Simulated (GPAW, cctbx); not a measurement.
## How far are the atoms of HgPd5N from free atoms?

Aim: compute the bonding part of the density of HgPd5N, find which reflections carry it, and see how it biases an ordinary refinement.

The start was made by putting kin elements into a known structure type; the compound need not exist, or be stable, in this form. All numbers below are calculated.

### 1. Relax the structure

The density hangs on the geometry, so cell and atoms are relaxed first, with the symmetry held. The cutoff is set higher than for the density because stress converges slowly with plane waves.

Settings: GPAW 26.7.0, PBE, 900 eV, 5×5×3 k-points (along the axes of the calculation cell), Fermi–Dirac width 0.1 eV, BFGS to 0.03 eV/Å.

```text
cell
1.0
     3.946000000    0.000000000    0.000000000
     0.000000000    3.946000000    0.000000000
     0.000000000    0.000000000    6.748000000
Hg Pd N
1 5 1
Direct
0.500000000 0.500000000 0.000000000
0.000000000 0.500000000 0.293100000
0.500000000 0.000000000 0.293100000
0.000000000 0.500000000 0.706900000
0.500000000 0.000000000 0.706900000
0.000000000 0.000000000 0.000000000
0.000000000 0.000000000 0.500000000
```

```console
$ OMP_NUM_THREADS=1 mpirun -n 4 gpaw python run.py > gpaw.log
```

```text
BFGS:    0      -26.247804        1.142023
BFGS:    1      -26.318702        0.957440
BFGS:    2      -26.472198        0.518478
BFGS:    3      -26.480607        0.450994
...
BFGS:    9      -26.564281        0.035115
BFGS:   10      -26.564357        0.031480
BFGS:   11      -26.564459        0.017371
cell  3.8792 3.8792 7.0309  90.00 90.00 90.00
volume 105.801 A^3, largest force 0.011 eV/A, largest stress 0.18 GPa
```

After 11 steps the volume has changed by +0.7 % and the energy by -0.317 eV; the largest stress left is 0.18 GPa. It took 5.8 min on 4 cores of Intel(R) Xeon(R) 6975P-C (Granite Rapids) (shared host), peak memory 1.5 GiB.

Relaxed structure: P4/mmm (no. 123), a = 3.8792 Å, b = 3.8792 Å, c = 7.0309 Å, α = 90.00°, β = 90.00°, γ = 90.00°.

| atom | mult. | x | y | z |
| --- | --- | --- | --- | --- |
| Hg1 | 1 | 1/2 | 1/2 | 0 |
| Pd1 | 4 | 0 | 1/2 | 0.3101 |
| Pd2 | 1 | 0 | 0 | 0 |
| N1 | 1 | 0 | 0 | 1/2 |

### 2. The all-electron density

X-rays see the whole electron density, so the PAW density is rebuilt with its core regions. Subtracting spherical free atoms from the same code cancels the cores and leaves the deformation density Δρ, the part due to bonding.

Settings: PBE, 550 eV, 6×6×4 k-points (along the axes of the calculation cell), Fermi–Dirac width 0.1 eV; primitive cell of 7 atoms.

```console
$ OMP_NUM_THREADS=1 mpirun -n 4 gpaw python run.py > gpaw.log
```

```text
|iter:   1|       0s |  -33.707881 | +0.36 |       |
|iter:   2|       3s |  -30.757196 | -1.17 | -0.99 |
|iter:   3|       5s |  -28.169108 | -0.56 | -1.07 |
...
|iter:  13|      32s |  -26.192892c| -6.36 | -4.74c|
|iter:  14|      35s |  -26.192892c| -6.94 | -5.41c|
|iter:  15|      37s |  -26.192891c| -7.49c| -5.79c|
```

```text
grid (42, 42, 80)  electrons 317.000  moved by bonding 2.238 e
deformation density beyond 0.5 A of the nuclei: max 0.085, min -0.289 e/A^3
atom        x       y       z   Voronoi charge  moment
Hg1    0.5000  0.5000  0.0000      0.009       0.00
Pd2    0.0000  0.5000  0.3101      0.123       0.00
Pd3    0.5000  0.0000  0.3101      0.123       0.00
Pd4    0.0000  0.5000  0.6899      0.122       0.00
Pd5    0.5000  0.0000  0.6899      0.122       0.00
Pd6    0.0000  0.0000  0.0000     -0.014       0.00
N 7    0.0000  0.0000  0.5000     -0.485       0.00
mean inner potential of superposed free atoms 23.959 V
total magnetic moment 0.000 muB
```

Deformation density in a plane through the shortest contact of the Pd atom at the origin, in 0.01 e/Å³ (clipped at ±99); x from -1.6 to 4.0 Å, y from 2.4 down to -2.4 Å:

```text
  7   .   .   .   6   5  -8  -3   .   . -25  -5   4   4  -5  -6
  7   .   .   .   7   5 -10 -23   .   . -11  -5   3   4   2  -3
  5   3   5   6   8   4  -2 -10 -20 -18  -9  -1   2   3   3   4
  3   4   6   6   2   2   4   1  -5  -4   1   3   3   3   3   3
  3   2   0  -7 -15 -10  -2   3   4   7   8   6   5   3   2  -2
  4   2  -6  -7   . -14 -15  -2   6   6   5   .   3   7   1  -9
  4   3 -10 -21   .   . -18  -5   7   6   .   .   5   8   1 -15
  4   4  -6 -19   . -10  -9  -2   5   5   1   .   6   8   2 -12
  3   4   1  -6 -12 -11  -4   1   3   5   5   7   8   5   4   0
  3   3   3   3   3   3   4   3   3   3   3   3  -2  -6  -1   4
  3   3   3   4   4   4   4   3   3   3   1  -7 -14 -22 -13  -5
  3   3   3   2  -2  -6  -4   0   4   4   0 -11   .   .   . -16
  3   4   3  -3  -7 -16  -4  -7   1   5   0 -16   .   .   . -11
```

Atoms in or within 0.15 Å of the plane: Pd (3.2, -2.2), Pd (0.0, 0.0), Pd (1.5, 2.2), N (2.4, 0.0), N (-0.8, 2.2) Å. Dots mark points within about 0.45 Å of a nucleus; large values next to them are atomic features.

N gains most (-0.48 e) and Pd loses most (+0.10 e), in averages over each element's sites; N is the most electronegative element, but the order of the others doesn't follow electronegativity. Such charges fall far short of formal ones, since overlapping free atoms already put density on their neighbours. Along the shortest contact from the Pd atom at the map's origin, Pd–N at 2.35 Å, Δρ is +0.02 e/Å³ at the midpoint and highest, +0.08, 1.46 Å from Pd (points within 0.5 Å of a nucleus left out): little sits at the middle, as in a polar contact, whose build-up shifts to the more electronegative atom. At the midpoints of other shortest contacts it is +0.04 (Pd–Pd, 2.67 Å) and +0.03 (Hg–Pd, 2.74 Å) e/Å³. Point values carry grid noise of about 0.01 e/Å³. The run needed 15 iterations, 52 s.

### 3. From the density to structure factors

The Fourier components of Δρ, added to those of the free atoms, give the static X-ray structure factors; the Mott–Bethe relation turns them into the Fourier components V of the potential that fast electrons feel.

```text
static structure factors of the conventional cell: F in electrons, V (Mott-Bethe) in volts
   h  k  l      d  |F| table  |F| free   |F| DFT   change   |V| free  |V| DFT  change %
   0  0  1  7.0309    50.143    50.181    50.158   -0.023     1.998    2.048      2.5
   1  0  0  3.8792    26.550    26.671    26.649   -0.022     0.215    0.229      6.7
   0  0  2  3.5154     0.325     0.475     0.847    0.371     0.741    0.940     26.8
   1  0  1  3.3965    37.331    37.385    37.582    0.197     1.807    1.708     -5.4
   1  1  0  2.7430    40.735    40.548    39.762   -0.787     3.407    3.663      7.5
   1  0  2  2.6049    26.261    26.336    26.319   -0.017     0.195    0.200      2.6
   1  1  1  2.5554   156.715   156.574   155.733   -0.841     8.575    8.813      2.8
   0  0  3  2.3436   231.147   230.935   229.594   -1.341    13.030   13.349      2.4
   1  1  2  2.1626   207.945   207.781   206.963   -0.818    11.980   12.145      1.4
   1  0  3  2.0060    33.583    33.552    33.778    0.226     1.298    1.259     -3.0
   2  0  0  1.9396   236.263   236.123   235.373   -0.750    13.181   13.303      0.9
   2  0  1  1.8698    43.223    43.170    43.150   -0.020     1.203    1.206      0.3
   1  1  3  1.7818    27.221    27.273    26.996   -0.277     2.809    2.847      1.4
   0  0  4  1.7577   104.775   104.695   104.573   -0.122     5.248    5.265      0.3
```

The largest X-ray change is -1.34 e on 003, 0.6 % of |F|. For electrons V goes as (Z − F)/g², and among components above 0.1 V the largest relative change is this: |V| of 002 moves by +26.8 % (0.74 to 0.94 V) against +78.1 % in |F|. The tabulated Hartree–Fock atoms differ from the free DFT atoms by up to 0.21 e, so the choice of reference atom matters too.

### 4. The functional ladder

The same geometry is run with other functionals, to see whether the bonding signal is larger than the spread between approximations. Free atoms are LDA for LDA and PBE otherwise. Any other changed setting is in the row's label.

| run | ΔF 003 (e) | ΔF 111 (e) | ΔF 112 (e) | q(N) (e) | moved (e) | time |
| --- | --- | --- | --- | --- | --- | --- |
| PBE | -1.341 | -0.841 | -0.818 | -0.485 | 2.238 | 52 s |
| LDA | -1.358 | -0.842 | -0.858 | -0.467 | 2.238 | 48 s |
| revPBE | -1.311 | -0.824 | -0.789 | -0.487 | 2.205 | 49 s |

At the base's settings ΔF(003) spans -1.358 to -1.311 e, a spread of 4 % of the PBE value; over the three listed reflections the spread is at most 8 %, so sign and size hold across the functionals. Times are from shared hosts.

### 5. Refining ordinary atoms against data with bonding

Routine crystallography fits spherical atoms. To see the bias, intensities are simulated from tabulated atoms plus the DFT change ΔF, so that bonding alone can misfit (3516 reflections of the full sphere, merged to the counts below, to 0.5 Å, 1.5 % proportional noise plus counting noise, assumed isotropic U as listed, Δρ smeared by the mean U) and refined with cctbx over different ranges.

```
                    range  data      R1  GooF  U Hg1 (true 0.0039)  U Pd1 (true 0.0048)  U Pd2 (true 0.0048)  U N1 (true 0.0086)  largest shift (Å)  Δρ max, min (e/Å³)
                 all data   312  0.0045  1.04               0.0039               0.0048               0.0048              0.0087             0.0001         0.44, -0.82
 low resolution, d > 0.84    84  0.0040  1.10               0.0038               0.0046               0.0046              0.0089             0.0002         0.34, -0.36
     high order, d < 0.75   203  0.0045  0.98               0.0039               0.0048               0.0048              0.0088             0.0001         0.39, -0.44
occupancies free, d > 0.7   129  0.0042  1.05               0.0039               0.0046               0.0047              0.0098             0.0000         0.34, -0.43
```

With all data GooF is 1.04, so at this noise the bonding hardly shows; the top residual peak, near noise level, lies 1.74 Å from N and 1.95 Å from Pd. No U is off by more than 3 s.u. at low resolution. With Hg1 held at 1 and the scale free, the other occupancies refine to Pd1 0.997(0.001), Pd2 0.999(0.002) and N1 1.019(0.015), on sites that are all full: they absorb part of the misfit, and only ratios to the fixed site mean anything.

### 6. Answer

Bonding moves 2.24 e in the primitive cell of HgPd5N and changes the structure factors of the conventional cell in the table above by at most 1.34 e (003, 0.6 %), and among reflections above 2 % of the strongest by up to 1.9 % (110). The shortest bond, Pd–N, has Δρ = +0.02 e/Å³ at its midpoint, low for a shared bond; with the charge transfer this is a polar contact. At the base's settings ΔF(003) spans -1.358 to -1.311 e, a spread of 4 % of the PBE value; over the three listed reflections the spread is at most 8 %, so sign and size hold across the functionals. With all data GooF is 1.04, so at this noise the bonding hardly shows. Limits: static density, frozen cores, no spin–orbit coupling.

[Outputs are excerpts: Python notices, other lines and further rows are left out; steps that failed or that the build refused (PBEsol, TPSS) are not shown.]

[Logs are printed without paths, hosts, clocks, repeated set-up lines and the standing remarks that a program may print on its own settings, such as how far it seeks lower states.]
